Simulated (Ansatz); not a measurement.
# NaVSe3 (model cell, started as cubic perovskite with V in the octahedra): a soft mode frozen in, part 2 of 2

Which phase does NaVSe3 (model cell, started as cubic perovskite with V in the octahedra) fall into along its unstable mode, and how much energy does it gain?

Ansatz 0.2.0; DFT PBE, scalar-relativistic, plane waves, PAW.

So far, highest frequency on the path or at a solved wavevector (cm⁻¹): step 2 (phonons on a q mesh) 250. Also lowest frequency on the path (cm⁻¹): step 2 -146.

The structure was built from a prototype and need not be the compound's stable phase.

### 5. Energy along the mode, all amplitudes (two of the runs are shown above)

An imaginary frequency means negative curvature, so the energy should fall and then rise again as anharmonic terms take over.

This step gave:

- depth at the lowest point sampled: 1.399 meV/atom
- largest atomic shift at that point: 0.08 Å

Table of energy from the parent by largest atomic shift:

```csv
largest atomic shift (Å),energy from the parent (meV/atom)
0.0000,0
0.0400,-0.657
0.0800,-1.40
0.1400,2.91
0.2200,28.0
```

Displacement at unit largest shift by atom:

```csv
atom,x (Å),y (Å),z (Å),size
Na1,0.00,0.00,0.00,0.00
Na2,0.00,0.00,0.00,0.00
V3,0.00,0.00,0.00,0.00
V4,0.00,0.00,0.00,0.00
Se5,0.00,0.00,-0.50,0.50
Se6,0.00,0.00,0.50,0.50
Se7,0.00,-1.00,0.00,1.00
Se8,0.00,1.00,0.00,1.00
Se9,-0.50,0.00,0.00,0.50
Se10,0.50,0.00,0.00,0.50
```

The lowest of the steps tried is at 0.08 Å, 1.40 meV/atom below the parent; the bottom of the well need not coincide with a step.

### 6. Relaxing from the distorted cell

Starting from the lowest point found, all atoms and the cell are let go, so that strain and other modes of the same symmetry can join in.

Contents of input.yaml:

```yaml
crystal:
  lattice:
    - [4.8990130555, 4.8990130555, 0.0]
    - [4.8990130555, 0.0, 4.8990130555]
    - [4.8990130555, 0.0, -4.8990130555]
  atoms:
    - { symbol: Na, position: [0.0, 0.0, 1.0] }
    - { symbol: Na, position: [0.0, 0.5, 0.5] }
    - { symbol: V, position: [0.5, 0.25, 0.75] }
    - { symbol: V, position: [0.5, 0.75, 0.25] }
    - { symbol: Se, position: [0.5, 0.4959175451, 0.5040824549] }
    - { symbol: Se, position: [0.5, 0.0040824549, -0.0040824549] }
    - { symbol: Se, position: [-0.0163298197, 0.5081649099, 0.0081649099] }
    - { symbol: Se, position: [0.0163298197, -0.0081649099, 0.4918350901] }
    - { symbol: Se, position: [0.5, 0.4959175451, -0.0040824549] }
    - { symbol: Se, position: [0.5, 0.0040824549, 0.5040824549] }
kpoints:
  mp_grid: { grid: [6, 6, 6] }
hamiltonian:
  xc: pbe
scf:
  occupations: { method: methfessel_paxton, width: 0.15 }
output:
  forces: true
  stress: true
  eigenvalues: true
relax:
  adjacent_minimum: "off"
  f_tol: 0.002
  max_steps: 120
  cell: { stress_tol: 0.03 }
```

On the command line:

```bash
ansatz run input.yaml --threads 8 --pin off --max-ram 14336MiB --backend cpu --events-out ev --progress --plain --runs-dir out
```

Numbers of over 12 decimals in the logs are rounded to 6 here.

The program printed:

```text
[...]
Crystal: 10 atoms, lattice volume = 235.156 Å³
Basis set: ecut = 420 eV, 4645 PW (Γ), exchange–correlation on 96×96×96 points (8 copies of the dense FFT grid, shifted against one another)
Bands: 84, of which v1, the nominal top of the filled ones, is band 70 counted from 1 (69 counted from 0)
Symmetry: 16 space group operations
[...]
k-points: 30 of 216
[...]
SCF iter   1: F=—  HF=-41616.882338 eV  |F-HF|=—  |Δ(HF+E_count)|=         —  Δρ=4.61e-3  dr2=7.58e-2  ethr=1.77e-3  ⟨swp⟩=6.0  Hψ=8637  notcnv=0
[...]
SCF iter   8: F=-41616.880133 eV  HF=-41616.880133 eV  |F-HF|=1.13e-8  |Δ(HF+E_count)|=   2.04e-8  S|Δr|=    0.00e0  Δρ=2.13e-6  dr2=1.48e-8  ethr=7.14e-11  ⟨swp⟩=7.9  Hψ=8130  notcnv=0
SCF 1 converged in 8 iterations: F = -41616.880133 eV  dr2 = 1.48e-8
[...]
relax step   1: F+E_penalty+E_count = -41616.88013303 eV  Δ(F+E_penalty+E_count) = +0.000e0 eV  max|allowed force component| = 2.590e-2 eV/Å  Δτ_max = 0.0000 Å  P = +0.132 GPa  Ω = 235.156 Å³  (8 SCF iters, dr2 threshold 1.00e-7 eV, accepted)
Crystal: 10 atoms, lattice volume = 235.624 Å³
[...]
SCF iter   6: F=-41616.880481 eV  HF=-41616.880481 eV  |F-HF|=9.94e-9  |Δ(HF+E_count)|=   2.41e-9  S|Δr|=    0.00e0  Δρ=1.96e-6  dr2=1.14e-8  ethr=1.19e-10  ⟨swp⟩=3.0  Hψ=6312  notcnv=0
SCF 2 converged in 6 iterations: F = -41616.880481 eV  dr2 = 1.14e-8
relax step   2: F+E_penalty+E_count = -41616.88048062 eV  Δ(F+E_penalty+E_count) = -3.476e-4 eV  max|allowed force component| = 9.132e-3 eV/Å  Δτ_max = 0.0006 Å  P = +0.009 GPa  Ω = 235.624 Å³  energy of the carried Pulay correction = -4.578e-5 eV  (6 SCF iters, dr2 threshold 1.67e-7 eV, accepted)
Crystal: 10 atoms, lattice volume = 235.691 Å³
[...]
SCF iter   6: F=-41616.880564 eV  HF=-41616.880564 eV  |F-HF|=3.71e-10  |Δ(HF+E_count)|=  2.04e-10  S|Δr|=    0.00e0  Δρ=3.94e-7  dr2=5.77e-10  ethr=1.22e-11  ⟨swp⟩=3.0  Hψ=8625  notcnv=0
SCF 3 converged in 6 iterations: F = -41616.880564 eV  dr2 = 5.77e-10
[...]
relax step   3: F+E_penalty+E_count = -41616.88056448 eV  Δ(F+E_penalty+E_count) = -8.386e-5 eV  max|allowed force component| = 3.718e-3 eV/Å  Δτ_max = 0.0005 Å  P = -0.012 GPa  Ω = 235.691 Å³  energy of the carried Pulay correction = -5.232e-5 eV  (6 SCF iters, dr2 threshold 1.70e-8 eV, accepted)
[...]
relax step   4: F+E_penalty+E_count = -41616.87440730 eV  Δ(F+E_penalty+E_count) = +6.157e-3 eV  max|allowed force component| = 6.987e-2 eV/Å  Δτ_max = 0.0399 Å  P = -0.041 GPa  Ω = 234.964 Å³  energy of the carried Pulay correction = +1.880e-5 eV  (7 SCF iters, dr2 threshold 8.64e-10 eV, rejected (line search))
[...]
relax step   5: F+E_penalty+E_count = -41616.88057354 eV  Δ(F+E_penalty+E_count) = -9.060e-6 eV  max|allowed force component| = 9.707e-3 eV/Å  Δτ_max = 0.0016 Å  P = +0.001 GPa  Ω = 235.604 Å³  energy of the carried Pulay correction = -4.386e-5 eV  (10 SCF iters, accepted)
[...]
relax step   6: F+E_penalty+E_count = -41616.88058223 eV  Δ(F+E_penalty+E_count) = -8.684e-6 eV  max|allowed force component| = 1.875e-4 eV/Å  Δτ_max = 0.0009 Å  P = -0.000 GPa  Ω = 235.625 Å³  energy of the carried Pulay correction = -4.588e-5 eV  (5 SCF iters, dr2 threshold 5.89e-9 eV, accepted)
[...]
SCF iter   7: F=-41616.880641 eV  HF=-41616.880641 eV  |F-HF|=0.00e0  |Δ(HF+E_count)|=  7.28e-12  S|Δr|=    0.00e0  Δρ=3.02e-8  dr2=2.95e-12  ethr=1.00e-12  ⟨swp⟩=4.0  Hψ=7268  notcnv=0
SCF 7 converged in 7 iterations: F = -41616.880641 eV  dr2 = 2.95e-12
relax step   7: F+E_penalty+E_count = -41616.88064148 eV  Δ(F+E_penalty+E_count) = -5.926e-5 eV  max|allowed force component| = 2.013e-4 eV/Å  Δτ_max = 0.0000 Å  P = -0.000 GPa  Ω = 235.625 Å³  stress off target by 6.24e-4 GPa  SCF on the basis re-selected at this cell (its energy is not comparable with the rows above)  (7 SCF iters)
basis re-selected at this cell: Δ(F+E_penalty+E_count) = -5.926e-5 eV, ΔP = -0.000 GPa vs the last step (what re-selecting the basis moved, of the pressure what is left beyond the Pulay correction that the steps carried, after the strain that the cell walked since its last selection, with what the two solves' SCF thresholds leave and, on support functions, any second-order correction that the steps lacked; it is no m [...]
SCF converged after 7 iterations
[...]
Free energy (F): -41616.880641 eV
[...]
Internal energy: -41616.889270 eV  (E = F + TS)
E sigma→0 (E₀):  -41616.882799 eV
Entropy (-TS):   0.008628 eV (0.863 meV/atom)
Fermi energy:    7.533549 eV
[...]
--- Forces (eV/Å), atoms counted from 1 ---
  atom   1  Na    -0.00000000    -0.00000000     0.00000000
  atom   2  Na     0.00000000     0.00000000    -0.00000000
  atom   3  V      0.00000000     0.00000000     0.00000000
  atom   4  V      0.00000000    -0.00000000     0.00000000
  atom   5  Se    -0.00000000    -0.00000000    -0.00015306
  atom   6  Se     0.00000000     0.00000000     0.00015306
  atom   7  Se     0.00000000    -0.00020134     0.00000000
  atom   8  Se    -0.00000000     0.00020134     0.00000000
  atom   9  Se    -0.00015306     0.00000000     0.00000000
  atom  10  Se     0.00015306    -0.00000000     0.00000000
  max |Σ_I F_I| component: 9.76e-19 eV/Å
--- Stress (GPa, compression-positive) ---
       -0.000624      -0.000000      -0.000000
       -0.000000       0.000577       0.000000
       -0.000000       0.000000      -0.000624
  P = ⅓ Tr σ = -0.0002 GPa (-0.002 kbar)
--- Band table (eV; the first three rows and the last of 30) ---
  k-point 0: bands = [... 66 lower, 6.6609, 7.2771, 7.2848, 7.2848, 7.7122, 7.7355, 8.0544, 8.0737, ... 10 higher]
  k-point 1: bands = [... 66 lower, 6.8411, 7.1482, 7.1672, 7.2704, 7.8129, 7.8416, 7.9359, 8.0874, ... 10 higher]
  k-point 2: bands = [... 66 lower, 6.7709, 7.1360, 7.2157, 7.4633, 7.4805, 7.5995, 7.6958, 7.8871, ... 10 higher]
  k-point 29: bands = [... 66 lower, 5.8792, 6.6850, 7.0317, 7.0317, 7.7518, 8.0161, 8.0935, 8.2361, ... 10 higher]
--- Relaxed structure (6 steps of the walk, 5 accepted, 1 SCFs on fresh bases) ---
  F+E_penalty+E_count = -41616.88064148 eV   max|allowed force component| = 2.013e-4 eV/Å   (the final SCF, on the basis selected at the relaxed cell)
  cell:  # Å, volume = 235.6252 Å³
    - [4.897815, 4.911193, 0]
    - [4.897815, 0, 4.897815]
    - [4.897815, 0, -4.897815]
  atoms:
    - { symbol: Na, position: [0, 0.0, 1.000000] }
    - { symbol: Na, position: [0, 0.500000, 0.500000] }
    - { symbol: V, position: [0.500000, 0.250000, 0.75] }
    - { symbol: V, position: [0.500000, 0.75, 0.250000] }
    - { symbol: Se, position: [0.500000, 0.496015, 0.503985] }
    - { symbol: Se, position: [0.500000, 0.00398502, -0.00398502] }
    - { symbol: Se, position: [-0.015977, 0.507988, 0.00798845] }
    - { symbol: Se, position: [0.015977, -0.00798845, 0.492012] }
    - { symbol: Se, position: [0.500000, 0.496015, -0.00398502] }
    - { symbol: Se, position: [0.500000, 0.00398502, 0.503985] }
```

Wall time 98 s (8 threads of Arm Neoverse N1, shared host); peak memory 1.4 GiB; 8.7 min of CPU time.

The steps of the relaxation:

```csv
step,energy less that of the first step (eV),largest force component (eV/Å),pressure (GPa),volume (Å³)
1,0.0000,0.0259,0.13,235.16
2,-0.0003,0.0091,0.01,235.62
3,-0.0004,0.0037,-0.01,235.69
4,0.0057,0.0699,-0.04,234.96
5,-0.0004,0.0097,0.00,235.60
6,-0.0004,0.0002,0.00,235.63
7*,-0.0005,0.0002,0.00,235.63
```

Relaxation steps marked * repeat the geometry before them on a plane-wave basis chosen anew for their cell, so energy and pressure can jump there. Relaxation step 4 was tried and not accepted.

The run keeps the 16 symmetry operations that it works with, so distortions that break them were not tested.

```csv
"conventional cell, symmetrised",before,after,change
a (Å),6.928,6.927,-0.0 %
b (Å),6.928,6.927,-0.0 %
c (Å),9.798,9.822,+0.2 %
volume (Å³/atom),23.52,23.56,+0.2 %
```

This step gave:

```yaml
pressure: -2.23e-4 GPa
volume_per_atom: 23.56 Å³
```

The distorted start has space group I4/mmm; the relaxation ends in I4/mmm.

### 7. Modes of the new phase

A relaxed structure may still be a saddle point, so its zone-centre modes are computed. No field response is asked, since the mesh shows no gap.

Contents of input.yaml:

```yaml
crystal:
  lattice:
    - [4.8978146401, 4.9111926978, 0.0]
    - [4.8978146401, 0.0, 4.8978146401]
    - [4.8978146401, 0.0, -4.8978146401]
  atoms:
    - { symbol: Na, position: [0.0, 0.0, 1.0] }
    - { symbol: Na, position: [0.0, 0.5, 0.5] }
    - { symbol: V, position: [0.5, 0.25, 0.75] }
    - { symbol: V, position: [0.5, 0.75, 0.25] }
    - { symbol: Se, position: [0.5, 0.4960149836, 0.5039850164] }
    - { symbol: Se, position: [0.5, 0.0039850164, -0.0039850164] }
    - { symbol: Se, position: [-0.0159769011, 0.5079884506, 0.0079884506] }
    - { symbol: Se, position: [0.0159769011, -0.0079884506, 0.4920115494] }
    - { symbol: Se, position: [0.5, 0.4960149836, -0.0039850164] }
    - { symbol: Se, position: [0.5, 0.0039850164, 0.5039850164] }
kpoints:
  mp_grid: { grid: [6, 6, 6] }
hamiltonian:
  xc: pbe
scf:
  occupations: { method: methfessel_paxton, width: 0.15 }
output:
  eigenvalues: true
phonons:
  method: dfpt
```

The program printed:

```text
[...]
Crystal: 10 atoms, lattice volume = 235.625 Å³
Basis set: ecut = 420 eV, 4645 PW (Γ), exchange–correlation on 96×96×96 points (8 copies of the dense FFT grid, shifted against one another)
Bands: 84, of which v1, the nominal top of the filled ones, is band 70 counted from 1 (69 counted from 0)
Symmetry: 16 space group operations
k-points: 112 of 216 (irreducible under 1 space group operation, time reversal used)
[...]
SCF iter   1: F=—  HF=-41616.883018 eV  |F-HF|=—  |Δ(HF+E_count)|=         —  Δρ=4.63e-3  dr2=7.70e-2  ethr=1.77e-3  ⟨swp⟩=6.0  Hψ=32330  notcnv=0
[...]
SCF iter  11: F=-41616.880641 eV  HF=-41616.880641 eV  |F-HF|=1.46e-11  |Δ(HF+E_count)|=  7.28e-12  S|Δr|=    0.00e0  Δρ=4.11e-8  dr2=6.16e-12  ethr=1.00e-12  ⟨swp⟩=8.3  Hψ=41858  notcnv=0
SCF 1 converged in 11 iterations: F = -41616.880641 eV  dr2 = 6.16e-12
[...]
DFPT response loops at Γ: preconditioner auto → Kerker (q_TF=auto, 2.502 Å⁻¹) (partly filled bands, converged f_vac=0.121); β = 1.00, the filter's whole step (`scf.mixing.beta` (0.50) is not read by the response loops under this deck's `scf.mixing.preconditioner`; to damp them name `kerker` or `kerker_dos`, under which they read `scf.mixing.beta`, and type it under 1.00, their step now; both keys bind the ground state too); Broyden in place of MSR1
SCF converged after 11 iterations
[...]
Free energy (F): -41616.880641 eV
[...]
Internal energy: -41616.889270 eV  (E = F + TS)
E sigma→0 (E₀):  -41616.882799 eV
Entropy (-TS):   0.008628 eV (0.863 meV/atom)
Fermi energy:    7.533550 eV
[...]
--- Band table (eV; the first three rows and the last of 112) ---
  k-point 0: bands = [... 66 lower, 6.6609, 7.2771, 7.2848, 7.2848, 7.7122, 7.7355, 8.0544, 8.0737, ... 10 higher]
  k-point 1: bands = [... 66 lower, 6.8411, 7.1482, 7.1672, 7.2704, 7.8129, 7.8416, 7.9359, 8.0874, ... 10 higher]
  k-point 2: bands = [... 66 lower, 6.7709, 7.1360, 7.2157, 7.4633, 7.4805, 7.5995, 7.6958, 7.8871, ... 10 higher]
  k-point 111: bands = [... 66 lower, 5.8848, 6.6388, 7.0164, 7.0199, 7.7332, 8.0343, 8.0843, 8.2723, ... 10 higher]
--- Phonons (Γ-DFPT): 11 representative perturbations + reference, on 112 of 216 k-points (Σ response iterations 44) ---
  k mesh reduced under 1 symmetry operation, with k and −k counted as one. Each operation leaves every solved perturbation unchanged. A smaller set is not used because it would not reduce the number of displacements times k-points to solve
  ASR residual: 3.992e-5 → 0.000e0 eV/Å²; symmetrization residual: 1.963e-5 eV/Å²
  ASR residual per site (eV/Å²): 1.48e-5 1.48e-5 9.28e-6 3.99e-5 1.45e-5 1.45e-5 3.73e-6 3.73e-6 1.45e-5 1.45e-5
  Γ frequencies (cm⁻¹): -123.07 -123.07 -115.59 -55.46 -53.79 -53.79 -29.74 0.00 0.00 0.00 31.57 31.57 31.83 33.84 34.37 34.37 37.15 38.81 38.81 112.91 119.87 119.87 125.21 125.21 125.91 126.96 207.29 207.29 222.13 252.64
  non-analytic LO–TO correction: not included (Born effective charges unavailable; polar crystals: no LO–TO splitting at Γ)
```

Wall time 22 min (8 threads); peak memory 6.6 GiB.

Numbers from this step:

| Property | Result |
| --- | --- |
| sum-rule residual before enforcement | 3.99e-5 eV/Å² |
| point group | 4/mmm |
| highest optical mode at the zone centre (no LO-TO term) | 252.6 cm⁻¹ |
| lowest optical zone-centre mode | -123.1 cm⁻¹ |

Patterns of degenerate modes are one choice out of their space. The modes at Γ (shares of kinetic energy by element, %) (negative means imaginary):

```csv
mode,frequency (cm⁻¹),symmetry,Na %,V %,Se %
1,-123.1,Eu,0,73,27
2,-123.1,Eu,0,73,27
3,-115.6,A2u,0,75,25
4,-55.5,A2g,0,0,100
5,-53.8,Eg,0,0,100
6,-53.8,Eg,0,0,100
7,-29.7,B2g,0,0,100
8,0.0,acoustic,7,16,76
9,0.0,acoustic,7,16,76
10,0.0,acoustic,7,16,76
11,31.6,Eu,26,1,72
12,31.6,Eu,26,1,72
13,31.8,A2u,92,1,7
14,33.8,B1u,0,0,100
15,34.4,Eu,66,0,34
16,34.4,Eu,66,0,34
17,37.1,B1g,98,0,2
18,38.8,Eg,98,0,2
19,38.8,Eg,98,0,2
20,112.9,A2u,0,74,26
21,119.9,Eu,0,91,9
22,119.9,Eu,0,91,9
23,125.2,Eg,2,0,98
24,125.2,Eg,2,0,98
25,125.9,A1g,0,0,100
26,127.0,B1g,2,0,98
27,207.3,Eu,0,18,82
28,207.3,Eu,0,18,82
29,222.1,A2u,0,34,66
30,252.6,A1g,0,0,100
```

Displacements in mode 2 (-123.1 cm⁻¹), the largest set to 1:
```
Na1 -0.02  0.00  0.00
Na2 -0.02  0.00  0.00
V3   0.77  0.00  0.05
V4   1.00  0.00  0.07
Se5 -0.35  0.00  0.00
Se6 -0.35  0.00  0.00
Se7 -0.26  0.00 -0.02
Se8 -0.26  0.00 -0.02
Se9  0.05  0.00 -0.02
Se10 0.05  0.00 -0.02
```

Displacements in mode 21 (119.9 cm⁻¹), the largest set to 1:
```
Na1  0.02  0.00  0.00
Na2  0.02  0.00  0.00
V3   1.00  0.00  0.00
V4  -1.00  0.00  0.00
Se5 -0.15  0.00  0.00
Se6 -0.15  0.00  0.00
Se7 -0.05  0.00  0.00
Se8 -0.05  0.00  0.00
Se9  0.19  0.00  0.00
Se10 0.19  0.00  0.00
```

Before it was imposed, the acoustic sum rule was missed by 4.0e-5 eV/Å². Small misses are needed for a sound result but don't prove that mesh and cutoff are converged. The lowest optical mode is imaginary, 123.1i cm⁻¹, so the energy falls along it.

### 8. Results

* unstable mode of the parent: q = (-0.5, -0.5, -0.5), 146i cm⁻¹
* depth at the lowest point sampled: 1.40 meV/atom
* largest atomic shift at that point: 0.08 Å
* space group reached (within 0.01 Å): I4/mmm
* energy gained over the parent (first relaxation, on the mesh of the frozen mode): 1.45 meV/atom
* volume per atom, phase reached: 23.6 Å³
* lowest optical zone-centre mode, phase reached: -123 cm⁻¹
* highest optical mode at the zone centre (no LO-TO term), phase reached: 253 cm⁻¹

What this shows: Along this mode the structure falls into I4/mmm, 1.45 meV/atom below the parent. At the parent's cell the well is 1.399 meV/atom deep on the steps tried, with its lowest point at a shift of 0.08 Å. Relaxing atoms and cell changes the gain by +0.05 meV/atom against the lowest step (energies at zero smearing). The new phase still has an imaginary mode at the zone centre of its cell, so it is a saddle point on the way to a lower structure. Of the 8 patterns followed to their end from this parent, this one ends 148 meV/atom above the lowest, Amm2. Another end point lies within 1 meV/atom; how such a difference moves with mesh and cutoff was not tested. Each path keeps the symmetry of its pattern, so a lower phase may lie along a pattern not tried. With no gap, or one that is small against the smearing, the frequencies hang on the k mesh and the smearing, most of all near Kohn anomalies. The phonon runs are without spin polarisation, although V often carries a moment. A phonon run warned that its eigensolver left some bands unconverged in a pass. The starting cell was built on a prototype and not taken from a measurement, so the phase need not exist.

[Logs are printed without paths, hosts, clocks, repeated set-up lines and the standing remarks that a program may print on its own settings, such as how far it seeks lower states.]

[Hosts, paths, dates, database ids (printed as entryN), source tags and the programs' standing remarks are cut or masked in the printed files.]
